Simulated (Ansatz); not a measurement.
# Nb2Se2O3: complex band structure, part 3 of 4

Wanted: the relaxed cell of Nb2Se2O3, its band edges and its decay constants. It is built by putting Se for part of the O in the Nb2O5 structure of space group C2/m, with the volume rescaled by atomic radii. The parent structure comes from the Materials Project.

Ansatz 0.2.0; PBE DFT, plane waves, PAW files (the session's first sound run).

So far, gap on the k-mesh (eV): step 3 (the bulk crystal and its band edges) 0.261; step 4 (complex bands, plane (100)) 0.261.

The structure was built from a prototype and need not be the compound's stable phase.

## Step 6: Complex bands, plane (001)

Level of this step: PBE DFT, plane waves, PAW files; complex bands by layer matching along the plane's normal (Ansatz).

The same for the (001) plane, at (0, 0) and (-0.3802, 0.3073), to see how the decay depends on direction.

Input file input.yaml:

```yaml
crystal:
  lattice:
    - [3.967968146, 0.0, 0.0]
    - [1.983984073, 9.651171043, 0.0]
    - [0.0, -0.736188156, 3.795249073]
  atoms:
    - { symbol: Nb, position: [0.1496801994, 0.7006396012, 0.0589314366] }
    - { symbol: Nb, position: [0.7952794769, 0.4094410462, 0.9489568954] }
    - { symbol: O, position: [0.1653196943, 0.6693606114, 0.5392604996] }
    - { symbol: O, position: [0.7940759416, 0.4118481168, 0.4287944817] }
    - { symbol: Se, position: [0.0281599987, 0.9436800026, 0.1720542362] }
    - { symbol: Se, position: [0.3765243799, 0.2469512402, 0.8344257449] }
    - { symbol: O, position: [0.6909603092, 0.6180793816, 0.0175767056] }
kpoints:
  mp_grid: { grid: [6, 6, 6] }
scf:
  occupations: { method: fixed }
hamiltonian:
  xc: pbe
output:
  eigenvalues: true
  transmission:
    leads: [[0, 0]]
    kpoints: [[0.0, 0.0], [-0.3802, 0.3073]]
    e_range: [-1.0, 1.21]
    de: 0.05
```

Run with:

```console
$ ansatz run input.yaml --threads 2 --pin off --max-ram 4096MiB --backend cpu --events-out ev --progress --plain --runs-dir out
```

Numbers of over 12 decimals in the logs are rounded to 6 here.

What it wrote:

```text
[...]
Crystal: 7 atoms, lattice volume = 145.341 Å³
Basis set: ecut = 420 eV, 2853 PW (Γ)
Bands: 46, of which v1, the nominal top of the filled ones, is band 38 counted from 1 (37 counted from 0)
Symmetry: 2 space group operations
[...]
k-points: 68 of 216 (time reversal used)
[...]
SCF iter   1: F=—  HF=-21748.956977 eV  |F-HF|=—  |Δ(HF+E_count)|=         —  Δρ=6.36e-3  dr2=2.36e-1  ethr=1.77e-3  ⟨swp⟩=4.9  Hψ=10278  notcnv=0  defer=394
[...]
SCF iter  11: F=-21748.907383 eV  HF=-21748.907383 eV  |F-HF|=4.46e-8  |Δ(HF+E_count)|=   4.50e-7  Δρ=5.27e-6  dr2=6.20e-8  ethr=1.32e-10  ⟨swp⟩=7.8  Hψ=10310  notcnv=0
SCF 1 converged in 11 iterations: F = -21748.907383 eV  dr2 = 6.20e-8
[...]
transmission: 7 of 14 steps passed
transmission: 14 of 14 steps passed
SCF converged after 11 iterations
Free energy (F): -21748.907383 eV
[...]
Internal energy: -21748.907383 eV  (E = F + TS)
E sigma→0 (E₀):  -21748.907383 eV
Fermi energy:    6.546075 eV
[...]
--- Band table (eV; the first three rows and the last of 68) ---
  k-point 0: bands = [... 34 lower, 4.7441, 5.9110, 6.3883, 6.3896, 7.0566, 7.5936, 8.0489, 8.6101, ... 4 higher]
  k-point 1: bands = [... 34 lower, 4.7366, 5.8415, 6.0545, 6.4184, 7.8435, 8.1347, 8.3400, 8.7442, ... 4 higher]
  k-point 2: bands = [... 34 lower, 4.5770, 5.5443, 5.7583, 6.5010, 8.1733, 9.1850, 9.3438, 9.5660, ... 4 higher]
  k-point 67: bands = [... 34 lower, 4.5888, 4.9437, 5.8247, 6.2888, 7.1500, 7.5062, 8.0620, 8.4231, ... 4 higher]
--- Transmission ---
  basis      : 335 plane waves across, 7 finite elements along
  points     : 2, as listed
[...]
crystal 0  : Se2Nb2O3, at the sites [0, 0], period 3.7952 Å: whole cells are its period
[...]
channels       : 0.000000e0 a spin
[...]
slowest decay  : 0.1266 /Å at (-0.3802, 0.3073)
```

Elapsed: 93 s, on 2 threads of Arm Neoverse V2, shared host; peak memory 0.98 GiB.

Numbers from this step:

```
decay constant at the filling level, zone centre          : 0.1593 Å⁻¹
decay constant at the filling level, slowest listed point : 0.1266 Å⁻¹
```

K parallel (0, 0); values up to 1.5 1/Å, a degenerate pair printed once or twice; energies at which all values exceed this have no row. Im kz of the slowest decaying states against energy, zero at the highest filled level on the SCF mesh:

```
energy (eV)  decay 1 (Å⁻¹)  decay 2 (Å⁻¹)  decay 3 (Å⁻¹)  decay 4 (Å⁻¹)
     -1.000          0.110          0.226          0.263          0.277
     -0.900          0.222          0.262          0.278          0.314
     -0.800          0.210          0.259          0.279          0.332
     -0.650          0.145          0.252          0.280          0.371
     -0.550          0.176          0.188          0.247          0.281
     -0.450          0.212          0.229          0.240          0.283
     -0.350          0.232          0.241          0.249          0.293
     -0.250          0.224          0.262          0.263          0.299
     -0.100          0.085          0.192          0.234          0.274
      0.000        0.00949          0.134          0.184          0.237
      0.100          0.165          0.168          0.233          0.285
      0.200          0.149          0.188          0.226          0.289
      0.300          0.125          0.206          0.217          0.292
      0.450         0.0683          0.200          0.227          0.297
      0.550          0.186          0.238          0.299          0.331
      0.650          0.169          0.248          0.301          0.327
      0.750          0.149          0.256          0.303          0.323
      0.850          0.123          0.263          0.304          0.318
      1.000         0.0618          0.272          0.305          0.309
      1.100          0.276          0.302          0.305          0.335
      1.200          0.280          0.294          0.301          0.329
```

K parallel (0, 0). The Re kz of states that move upwards by energy, zero at the highest filled level on the SCF mesh:

```
energy (eV)  channel 1 (Å⁻¹)  channel 2 (Å⁻¹)
     -1.000           -0.550                -
     -0.900           -0.665           -0.455
     -0.850           -0.610           -0.413
     -0.750           -0.518           -0.327
     -0.700           -0.475           -0.269
     -0.600           -0.380                -
     -0.550           -0.329                -
     -0.450           -0.245                -
     -0.400           -0.211                -
     -0.300           -0.149                -
     -0.250           -0.116                -
     -0.150            0.150                -
     -0.100            0.376                -
      0.000                -                -
      0.050                -                -
      0.150                -                -
      0.200                -                -
      0.300                -                -
      0.350                -                -
      0.450                -                -
      0.500                -                -
      0.600           0.0850                -
      0.650            0.107                -
      0.750            0.142                -
      0.800            0.157                -
      0.900            0.185                -
      0.950            0.197                -
      1.050           0.0149            0.221
      1.100           0.0662            0.233
      1.200            0.114            0.255
```

K parallel (-0.3802, 0.3073); values up to 1.5 1/Å, a degenerate pair printed once or twice; energies at which all values exceed this have no row. The Im kz of the slowest decaying states by energy, zero at the highest filled level on the SCF mesh:

```
energy (eV)  decay 1 (Å⁻¹)  decay 2 (Å⁻¹)  decay 3 (Å⁻¹)  decay 4 (Å⁻¹)
     -1.000         0.0514          0.249          0.249          0.251
     -0.850          0.181          0.249          0.249          0.255
     -0.700          0.246          0.246          0.258          0.258
     -0.550          0.122          0.122          0.239          0.239
     -0.350          0.186          0.186          0.238          0.250
     -0.200          0.210          0.210          0.226          0.280
     -0.050         0.0404          0.209          0.230          0.230
      0.000         0.0926          0.202          0.236          0.236
      0.100          0.137          0.181          0.245          0.245
      0.250          0.194          0.194          0.252          0.253
      0.400          0.146          0.146          0.167          0.214
      0.550          0.126          0.213          0.214          0.237
      0.750          0.246          0.246          0.257          0.258
      0.900          0.252          0.252          0.256          0.257
      1.050          0.243          0.243          0.261          0.261
      1.200          0.228          0.228          0.260          0.261
```

K parallel (-0.3802, 0.3073). The Re kz of states that move upwards by energy, zero at the highest filled level on the SCF mesh:

```
energy (eV)  channel 1 (Å⁻¹)  channel 2 (Å⁻¹)  channel 3 (Å⁻¹)
     -1.000            0.184                -                -
     -0.900           -0.569            0.227                -
     -0.800           -0.477            0.274                -
     -0.700           -0.624           -0.384            0.337
     -0.600           -0.514                -                -
     -0.500           -0.417                -                -
     -0.350           -0.245                -                -
     -0.250           -0.145                -                -
     -0.150          -0.0639                -                -
     -0.050                -                -                -
      0.000                -                -                -
      0.050                -                -                -
      0.150                -                -                -
      0.250            0.206                -                -
      0.350                -                -                -
      0.450                -                -                -
      0.550                -                -                -
      0.700                -                -                -
      0.800            0.132                -                -
      0.900            0.180                -                -
      1.000            0.215                -                -
      1.100            0.245                -                -
      1.200            0.272                -                -
```

At the listed wavevectors the last open channel is at -0.05 eV and the next at +0.25 eV on the grid. At +0.15 eV, the grid energy nearest the filling level (the middle of the gap on the SCF mesh), the slowest state at the listed wavevectors decays with κ = 0.127 Å⁻¹, its amplitude falling by e over 7.9 Å; the first such run, plane (100), gave 0.123 Å⁻¹.

## Step 7: Band edges at another level, cutoff 1240 eV

This step: PBE DFT, plane waves, norm-conserving files (Ansatz 0.2.0).

The edges again with norm-conserving files, at the same atoms. Against that run the cutoff is 1240 eV against 420.

Input file input.yaml:

```yaml
crystal:
  lattice:
    - [9.6299040263, -1.983984073, -0.6403522088]
    - [9.6299040263, 1.983984073, -0.6403522088]
    - [-0.4827523143, 0.0, 3.8357318379]
  atoms:
    - { symbol: Nb, position: [0.8503198006, 0.8503198006, 1.0589314366] }
    - { symbol: Nb, position: [0.2047205231, 0.2047205231, -0.0510431046] }
    - { symbol: O, position: [0.8346803057, 0.8346803057, 0.5392604996] }
    - { symbol: O, position: [0.2059240584, 0.2059240584, 0.4287944817] }
    - { symbol: Se, position: [-0.0281599987, -0.0281599987, 0.1720542362] }
    - { symbol: Se, position: [0.6234756201, 0.6234756201, -0.1655742551] }
    - { symbol: O, position: [0.3090396908, 0.3090396908, 1.0175767056] }
kpoints:
  mp_grid: { grid: [6, 6, 6] }
  band_path: { path: [VBM, CBM], npoints: 30 }
scf:
  occupations: { method: fixed }
hamiltonian:
  xc: pbe
  pseudopotentials: { kind: nc }
output:
  eigenvalues: true
```

What it wrote:

```text
[...]
Crystal: 7 atoms, lattice volume = 145.341 Å³
Basis set: ecut = 1240 eV, 14415 PW (Γ), FFT grids on a1−a2, a2, a3
Bands: 46, of which v1, the nominal top of the filled ones, is band 38 counted from 1 (37 counted from 0)
Symmetry: 2 space group operations
[...]
k-points: 68 of 216 (time reversal used)
[...]
SCF iter   1: F=—  HF=-11608.586904 eV  |F-HF|=—  |Δ(HF+E_count)|=         —  Δρ=5.62e-2  dr2=9.63e0  ethr=3.10e-3  ⟨swp⟩=5.9  Hψ=11520  notcnv=0  defer=373
[...]
SCF iter  13: F=-11606.969741 eV  HF=-11606.969741 eV  |F-HF|=1.05e-8  |Δ(HF+E_count)|=   1.33e-8  Δρ=3.23e-6  dr2=1.91e-8  ethr=1.32e-10  ⟨swp⟩=1.9  Hψ=8061  notcnv=0
SCF 1 converged in 13 iterations: F = -11606.969741 eV  dr2 = 1.91e-8
[...]
SCF converged after 13 iterations
Free energy (F): -11606.969741 eV
[...]
Internal energy: -11606.969741 eV  (E = F + TS)
E sigma→0 (E₀):  -11606.969741 eV
Fermi energy:    6.775132 eV
[...]
--- Band table (eV; the first three rows and the last of 68) ---
  k-point 0: bands = [... 34 lower, 4.9850, 6.1441, 6.6186, 6.6195, 7.2854, 7.8218, 8.2782, 8.8409, ... 4 higher]
  k-point 1: bands = [... 34 lower, 4.9762, 6.0757, 6.2851, 6.6475, 8.0729, 8.3649, 8.5690, 8.9756, ... 4 higher]
  k-point 2: bands = [... 34 lower, 4.8154, 5.7804, 5.9904, 6.7301, 8.4038, 9.4165, 9.5763, 9.7966, ... 4 higher]
  k-point 67: bands = [... 34 lower, 4.7163, 5.6050, 5.7845, 6.7705, 8.4572, 10.0093, 10.1326, 10.2805, ... 4 higher]
```

Run time: 7.4 min. Hardware: 2 threads; peak memory 1.5 GiB.

Numbers from this step:

```yaml
free_energy: -11606.9697 eV
fermi_energy: 6.775 eV
gap_on_the_k_mesh: 0.2624 eV
gap_on_path: 0.2060 eV, by band count; negative where bands overlap
direct_gap_on_path: 0.2647 eV
```

Electronic bands along the path, in eV, zero at the Fermi level (highest filled level under fixed occupations); v1 is the highest filled band, c1 the lowest empty one:

```
  point     v4     v3     v2     v1    c1    c2    c3    c4
    VBM  -2.04  -1.12  -0.96   0.00  1.66  3.24  3.36  3.48
halfway  -1.78  -1.37  -0.69  -0.42  0.38  1.85  2.09  2.29
    CBM  -1.82  -1.61  -1.17  -0.06  0.21  0.74  1.66  1.93
```

The searched edges give 0.206 eV, under the 0.262 eV of the mesh, which misses an edge.

## Step 8: Complex bands at another level, cutoff 1240 eV

This step: PBE DFT, plane waves, norm-conserving files; complex bands by layer matching along the plane's normal (Ansatz 0.2.0).

The complex bands at that level, over its own gap, at (0, 0) and (0, -0.3802).

Input file input.yaml:

```yaml
crystal:
  lattice:
    - [3.865991274, 0.0, 0.0]
    - [0.0, 3.967968146, 0.0]
    - [-1.83784114, 1.983984073, 9.474568193]
  atoms:
    - { symbol: Nb, position: [0.0589314366, 0.1496801994, 0.7006396012] }
    - { symbol: Nb, position: [0.9489568954, 0.7952794769, 0.4094410462] }
    - { symbol: O, position: [0.5392604996, 0.1653196943, 0.6693606114] }
    - { symbol: O, position: [0.4287944817, 0.7940759416, 0.4118481168] }
    - { symbol: Se, position: [0.1720542362, 0.0281599987, 0.9436800026] }
    - { symbol: Se, position: [0.8344257449, 0.3765243799, 0.2469512402] }
    - { symbol: O, position: [0.0175767056, 0.6909603092, 0.6180793816] }
kpoints:
  mp_grid: { grid: [6, 6, 6] }
scf:
  occupations: { method: fixed }
hamiltonian:
  xc: pbe
  pseudopotentials: { kind: nc }
output:
  eigenvalues: true
  transmission:
    leads: [[0, 0]]
    kpoints: [[0.0, 0.0], [0.0, -0.3802]]
    e_range: [-1.0, 1.21]
    de: 0.05
```

What it wrote:

```text
[...]
Crystal: 7 atoms, lattice volume = 145.341 Å³
Basis set: ecut = 1240 eV, 14415 PW (Γ)
Bands: 46, of which v1, the nominal top of the filled ones, is band 38 counted from 1 (37 counted from 0)
Symmetry: 2 space group operations
[...]
k-points: 68 of 216 (time reversal used)
[...]
SCF iter   1: F=—  HF=-11608.586968 eV  |F-HF|=—  |Δ(HF+E_count)|=         —  Δρ=5.62e-2  dr2=9.63e0  ethr=3.10e-3  ⟨swp⟩=5.9  Hψ=11524  notcnv=0  defer=376
[...]
SCF iter  13: F=-11606.969741 eV  HF=-11606.969741 eV  |F-HF|=6.73e-9  |Δ(HF+E_count)|=   1.15e-8  Δρ=3.71e-6  dr2=2.34e-8  ethr=1.32e-10  ⟨swp⟩=2.0  Hψ=8011  notcnv=0
SCF 1 converged in 13 iterations: F = -11606.969741 eV  dr2 = 2.34e-8
transmission: 23 of 46 steps passed
transmission: 46 of 46 steps passed
SCF converged after 13 iterations
Free energy (F): -11606.969741 eV
[...]
Internal energy: -11606.969741 eV  (E = F + TS)
E sigma→0 (E₀):  -11606.969741 eV
Fermi energy:    6.775132 eV
[...]
--- Band table (eV; the first three rows and the last of 68) ---
  k-point 0: bands = [... 34 lower, 4.9850, 6.1441, 6.6186, 6.6195, 7.2854, 7.8218, 8.2782, 8.8409, ... 4 higher]
  k-point 1: bands = [... 34 lower, 4.8943, 6.1407, 6.6048, 6.6211, 7.2844, 7.8218, 8.3316, 8.8553, ... 4 higher]
  k-point 2: bands = [... 34 lower, 4.7139, 6.1343, 6.5773, 6.6244, 7.2826, 7.8217, 8.4079, 8.8866, ... 4 higher]
  k-point 67: bands = [... 34 lower, 4.9928, 5.1970, 5.8287, 6.0589, 7.1720, 7.8517, 8.9375, 10.0748, ... 4 higher]
--- Transmission ---
  basis      : 393 plane waves across, 23 finite elements along
  points     : 2, as listed
[...]
crystal 0  : Se2Nb2O3, at the sites [0, 0], period 9.4746 Å: whole cells are its period
[...]
channels       : 0.000000e0 a spin
[...]
slowest decay  : 0.1230 /Å at (0.0000, -0.3802)
```

Run time: 5 min. Hardware: 2 threads; peak memory 2 GiB.

This step gave:

- level to which the leads are filled: 0.1312 eV from the Fermi level
- decay constant at the filling level, zone centre: 0.261 Å⁻¹
- decay constant at the filling level, slowest listed point: 0.123 Å⁻¹

K parallel (0, 0); values up to 1.5 1/Å, a degenerate pair printed once or twice; energies at which all values exceed this have no row. Im kz of the slowest decaying states against energy, zero at the highest filled level on the SCF mesh:

```
energy (eV)  decay 1 (Å⁻¹)  decay 2 (Å⁻¹)  decay 3 (Å⁻¹)  decay 4 (Å⁻¹)
     -1.000          0.236          0.430          0.539          0.699
     -0.900          0.244          0.418          0.501          0.695
     -0.800          0.252          0.403          0.445          0.690
     -0.750          0.255          0.395          0.401          0.688
     -0.650          0.141          0.270          0.374          0.682
     -0.550          0.248          0.349          0.368          0.675
     -0.450          0.257          0.315          0.420          0.668
     -0.400          0.260          0.292          0.430          0.664
     -0.300          0.225          0.262          0.420          0.655
     -0.200          0.266          0.334          0.644          0.968
     -0.100          0.187          0.262          0.380          0.630
     -0.050          0.237          0.263          0.467          0.621
      0.000          0.263          0.271          0.528          0.606
      0.050          0.262          0.296          0.584          0.963
      0.150          0.261          0.333          0.606          0.960
      0.250          0.259          0.362          0.619          0.958
      0.300          0.257          0.375          0.623          0.958
      0.400          0.254          0.413          0.628          0.865
      0.500          0.250          0.266          0.627          0.730
      0.600          0.245          0.360          0.623          0.872
      0.650          0.242          0.374          0.620          0.892
      0.750          0.235          0.390           0.59          0.631
      0.850          0.227          0.399          0.571          0.628
      0.950          0.218          0.405          0.553          0.619
      1.000          0.212          0.408          0.544          0.612
      1.100          0.199          0.408          0.525          0.598
      1.200          0.182          0.410          0.505          0.581
```

K parallel (0, -0.3802); values up to 1.5 1/Å, a degenerate pair printed once or twice; energies at which all values exceed this have no row. The Im kz of the slowest decaying states by energy, zero at the highest filled level on the SCF mesh:

```
energy (eV)  decay 1 (Å⁻¹)  decay 2 (Å⁻¹)  decay 3 (Å⁻¹)  decay 4 (Å⁻¹)
     -1.000          0.300          0.308          0.618          0.885
     -0.900          0.306          0.320          0.613          0.883
     -0.800          0.307          0.329          0.600          0.879
     -0.750          0.306          0.333          0.591          0.875
     -0.650          0.303          0.338          0.570          0.868
     -0.550          0.297          0.342          0.544          0.859
     -0.450          0.289          0.343          0.512          0.849
     -0.400          0.284          0.343          0.493          0.843
     -0.300          0.272          0.342          0.447          0.832
     -0.200          0.257          0.338          0.381          0.819
     -0.100          0.245          0.331          0.805           1.01
     -0.050          0.214          0.325          0.798           1.01
      0.000          0.202          0.257          0.312          0.791
      0.050          0.184          0.314          0.783           1.00
      0.150          0.123          0.335          0.766           1.00
      0.250          0.311          0.362          0.748           1.00
      0.300          0.296          0.366          0.738           1.00
      0.400          0.232          0.357          0.718           1.00
      0.500          0.265          0.330          0.696          0.999
      0.600          0.277          0.298          0.673          0.997
      0.650          0.274          0.283          0.661          0.996
      0.750          0.248          0.355          0.636          0.993
      0.850          0.191          0.441          0.611          0.991
      0.950          0.210          0.489          0.586          0.988
      1.000          0.212          0.507          0.573          0.986
      1.100          0.209          0.535          0.549          0.983
      1.200          0.199          0.525          0.553          0.979
```

At the listed wavevectors the last open channel is at -0.05 eV and the next at +0.25 eV on the grid. At +0.15 eV, the grid energy nearest the filling level (the middle of the gap on the SCF mesh), the slowest state at the listed wavevectors decays with κ = 0.123 Å⁻¹, its amplitude falling by e over 8.1 Å; the first such run, plane (100), gave 0.123 Å⁻¹ over as many of its listed wavevectors.

(Continued in part 4 of 4.)

[Logs are printed without paths, hosts, clocks, repeated set-up lines and the standing remarks that a program may print on its own settings, such as how far it seeks lower states.]

[Hosts, paths, dates, database ids (printed as entryN), source tags and the programs' standing remarks are cut or masked in the printed files.]
